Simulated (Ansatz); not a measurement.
# How many bands does the GW gap of KCl (Sylvite) need?

Wanted: a G0W0 gap for KCl (Sylvite) that is converged in bands and cutoff, or an estimate of the limit.

Program: Ansatz 0.2.0. Level of theory: G0W0 on PBE, plane waves, PAW. Results are calculated unless marked as measured.

Most raw output is cut from this account.

## 1. The structure

Symmetry: Fm-3m, No. 225, cubic system. Conventional cell: a = 6.293 Å, b = 6.293 Å, c = 6.293 Å, α = 90.00°, β = 90.00°, γ = 90.00°. Nearest to K lie 6 Cl at 3.15 Å. Nearest to Cl lie 6 K at 3.15 Å. Farther neighbours and most contacts between anions are not listed.

The cell and positions come from the Crystallography Open Database and are kept as given unless a step says otherwise. The default PAW set here is soft_2. Its files were made with PBE.

## 2. 65 empty bands, screening to 60 eV

G0W0 replaces the xc potential by the self-energy, built once from these orbitals. Only a window of levels is corrected, while the sums run over the empty bands that the input names.

input.yaml reads:

```yaml
crystal:
  lattice:
    - [0.0, 3.14647, 3.14647]
    - [3.14647, 0.0, 3.14647]
    - [3.14647, 3.14647, 0.0]
  atoms:
    - { symbol: K, position: [0.0, 0.0, 0.0] }
    - { symbol: Cl, position: [0.5, 0.5, 0.5] }
kpoints:
  mp_grid: { grid: [4, 4, 4] }
hamiltonian:
  xc: pbe
scf:
  occupations: { method: fixed }
gw:
  n_empty_bands: 65
  ecut_chi: 60
  qp_bands: [v2, c2]
  qp_kpoints: band_edges
  screening: { model: contour_deformation }
```

On the command line:

```
ansatz run input.yaml --threads 3 --pin off --max-ram 92160MiB --backend cuda --events-out ev --progress --plain --runs-dir out --devices 1 --max-vram 13GiB
```

Wall time 12 s (1 × NVIDIA H100 80GB HBM3 (shared by 6 runs) with 3 threads of AMD EPYC 7R13 (Zen 3), shared host); peak memory 0.98 GiB.

Numbers from this step:

```
bands summed                                 : 73
RPA ε∞ on this mesh (eigenvalues)            : 2.177, 2.177, 2.177
plane waves in the screening matrix          : 59
q-points in the mesh                         : 64
G0W0 gap on the mesh                         : 7.650 eV
k of the valence top                         : 0, 0, 0
k of the conduction bottom                   : 0, 0, 0
starting gap on the mesh                     : 5.189 eV
Z at the valence top                         : 0.8077
Z at the conduction bottom                   : 0.8700
least direct G0W0 gap on the computed points : 7.650 eV
```

The gap on the mesh goes from 5.19 eV to 7.65 eV, a correction of +2.46 eV. Between the two edge states, bare exchange in place of the xc potential would open the gap by 8.15 eV, and correlation takes back 5.69 eV.

## 3. 185 empty bands, screening to 120 eV

Another rung: the empty bands reach about as high as the screening cutoff, so the two stay in balance.

input.yaml: that of step 2 with these lines changed.

```diff
@@ -15,4 +15,4 @@
 gw:
-  n_empty_bands: 65
-  ecut_chi: 60
+  n_empty_bands: 185
+  ecut_chi: 120
   qp_bands: [v2, c2]
```

Wall time 12 s (1 × NVIDIA H100 80GB HBM3 (shared by 6 runs) with 3 threads); peak memory 1.1 GiB.

This step gave:

| Quantity | Value |
| --- | --- |
| bands summed | 193 |
| RPA ε∞ on this mesh (eigenvalues) | 2.174, 2.174, 2.174 |
| plane waves in the screening matrix | 169 |
| q-points in the mesh | 64 |
| G0W0 gap on the mesh | 7.878 eV |
| k of the valence top | 0, 0, 0 |
| k of the conduction bottom | 0, 0, 0 |
| starting gap on the mesh | 5.189 eV |
| Z at the valence top | 0.8008 |
| Z at the conduction bottom | 0.8683 |
| least direct G0W0 gap on the computed points | 7.878 eV |

Against the run with 4×4×4 mesh, 65 empty bands, screening to 60 eV, the gap moves by +0.23 eV.

## 4. 400 empty bands, screening to 200 eV

input.yaml: that of step 3 with these lines changed.

```diff
@@ -15,4 +15,4 @@
 gw:
-  n_empty_bands: 185
-  ecut_chi: 120
+  n_empty_bands: 400
+  ecut_chi: 200.0
   qp_bands: [v2, c2]
```

Run time: 11 s. Hardware: 1 × NVIDIA H100 80GB HBM3 (shared by 6 runs) with 3 threads; peak memory 1.3 GiB; 11 s of CPU time.

Numbers from this step:

```yaml
bands_summed: 408
rpa_eps_infinity_on_this_mesh_eigenvalues: 2.173, 2.173, 2.173
plane_waves_in_the_screening_matrix: 411
g0w0_gap_on_the_mesh: 8.012 eV
k_of_the_valence_top: 0, 0, 0
k_of_the_conduction_bottom: 0, 0, 0
starting_gap_on_the_mesh: 5.189 eV
least_direct_g0w0_gap_on_the_computed_points: 8.012 eV
```

Against the run with 4×4×4 mesh, 185 empty bands, screening to 120 eV, the gap moves by +0.13 eV.

## 5. Changing the frequency model: 4×4×4 mesh, 185 empty bands, screening to 120 eV, plasmon pole

A plasmon pole stands in for the full frequency dependence of the screening; this run shows what that costs in accuracy. Bands and cutoff differ from the step before, so it is read against an earlier run that matches them.

input.yaml, the sections that differ from step 4:

```yaml
gw:
  n_empty_bands: 185
  ecut_chi: 120
  qp_bands: [v2, c2]
  qp_kpoints: band_edges
  screening: { model: godby_needs }
# crystal, kpoints, hamiltonian, scf: as in step 4
```

It took 15 s on 1 × NVIDIA H100 80GB HBM3 (shared by 6 runs) with 3 threads; peak memory 1.1 GiB; 9 s of CPU time.

Numbers from this step:

| Property | Result |
| --- | --- |
| bands summed | 193 |
| plasmon-pole fit frequency | 18.82 eV |
| RPA ε∞ on this mesh (eigenvalues) | 2.174, 2.174, 2.174 |
| plane waves in the screening matrix | 169 |
| G0W0 gap on the mesh | 7.901 eV |
| k of the valence top | 0, 0, 0 |
| k of the conduction bottom | 0, 0, 0 |
| starting gap on the mesh | 5.189 eV |
| least direct G0W0 gap on the computed points | 7.901 eV |

Against the run with 4×4×4 mesh, 185 empty bands, screening to 120 eV, the gap moves by +0.02 eV.

## 6. Changing the files: 4×4×4 mesh, 185 empty bands, screening to 120 eV, hard PAW files

Other atomic data (hard PAW) test the pseudisation: the cutoff goes from 420 to 660 eV, with the same valence electrons.

input.yaml: that of step 5 with these lines changed.

```diff
@@ -12,2 +12,3 @@
   xc: pbe
+  pseudopotentials: { kind: paw, source: ansatz }
 scf:
@@ -19,2 +20,2 @@
   qp_kpoints: band_edges
-  screening: { model: godby_needs }
+  screening: { model: contour_deformation }
```

It took 6.2 s on 1 × NVIDIA H100 80GB HBM3 (shared by 6 runs) with 3 threads; peak memory 1.1 GiB; 6.9 s of CPU time.

Numbers from this step:

| Item | Value |
| --- | --- |
| bands summed | 193 |
| RPA ε∞ on this mesh (eigenvalues) | 2.173, 2.173, 2.173 |
| plane waves in the screening matrix | 169 |
| G0W0 gap on the mesh | 7.878 eV |
| k of the valence top | 0, 0, 0 |
| k of the conduction bottom | 0, 0, 0 |
| starting gap on the mesh | 5.189 eV |
| least direct G0W0 gap on the computed points | 7.878 eV |

Against the run with 4×4×4 mesh, 185 empty bands, screening to 120 eV, the gap moves by −0.0002 eV.

## 7. The runs together

Times are wall times on 1 × NVIDIA H100 80GB HBM3 (shared by 6 runs) with 3 threads of AMD EPYC 7R13 (Zen 3), shared host, good to a factor of about two.

```csv
mesh,files,frequency,bands summed,cutoff (eV),start (eV),G0W0 (eV),time,host memory (GiB)
4×4×4,default PAW,contour deformation,73,60,5.189,7.650,12 s,0.98
4×4×4,default PAW,contour deformation,193,120,5.189,7.878,12 s,1.1
4×4×4,default PAW,contour deformation,408,200,5.189,8.012,11 s,1.3
4×4×4,default PAW,plasmon pole,193,120,5.189,7.901,15 s,1.1
4×4×4,hard PAW,contour deformation,193,120,5.189,7.878,6.2 s,1.1
```

How the two edges are built up, in eV (the quasiparticle level is the starting level plus Σx plus Σc less Vxc):

```csv
run,edge,start,Σx,Σc,Vxc,Z,QP
73 bands,valence top,0.85,-20.81,2.76,-16.36,0.81,-0.84
73 bands,conduction bottom,6.04,-4.22,-2.94,-7.92,0.87,6.81
193 bands,valence top,0.85,-20.81,2.46,-16.36,0.80,-1.13
193 bands,conduction bottom,6.04,-4.22,-3.00,-7.92,0.87,6.74
408 bands,valence top,0.85,-20.81,2.26,-16.36,0.80,-1.34
408 bands,conduction bottom,6.04,-4.22,-3.07,-7.92,0.87,6.68
```

## 8. Summary of results

- 73 bands, 60 eV: 7.650 eV
- 193 bands, 120 eV: 7.878 eV
- 408 bands, 200 eV: 8.012 eV
- estimated limit in bands and cutoff: 8.13 eV
- mesh and start: 4×4×4, PBE

**Reading.** A line in one over the bands through the two highest rungs gives 8.13 eV, +0.12 eV from the top rung; the pair below gives 8.02 eV, so the estimate is still climbing. The rungs stand 0.48 eV (73 bands), 0.25 eV (193 bands) and 0.12 eV (408 bands) from it. From 73 to 408 bands the gap moves by +0.36 eV. Σc changes by −0.50 eV at the valence top and −0.14 eV at the conduction bottom, so the valence edge carries most of the change. The plasmon-pole model gives +0.02 eV against contour deformation, 1 % of the correction, and saved no time in this program. Hard PAW files move the gap by −0.0002 eV at equal bands and cutoff, +0.00 eV of it in the start.

[Paths, hosts, dates, memory and timing lines, banners, echoed tables and standing remarks are left out of the program output.]

[Logs are printed without paths, hosts, clocks, repeated set-up lines and the standing remarks that a program may print on its own settings, such as how far it seeks lower states.]

[Runs of the session that timed out or met a known fault of the program may be left out.]

[Cells called generated may have been cut or substituted from an entry of the Crystallography Open Database or the Materials Project.]

[Hosts, paths, dates, database ids (printed as entryN), source tags and the programs' standing remarks are cut or masked in the printed files.]
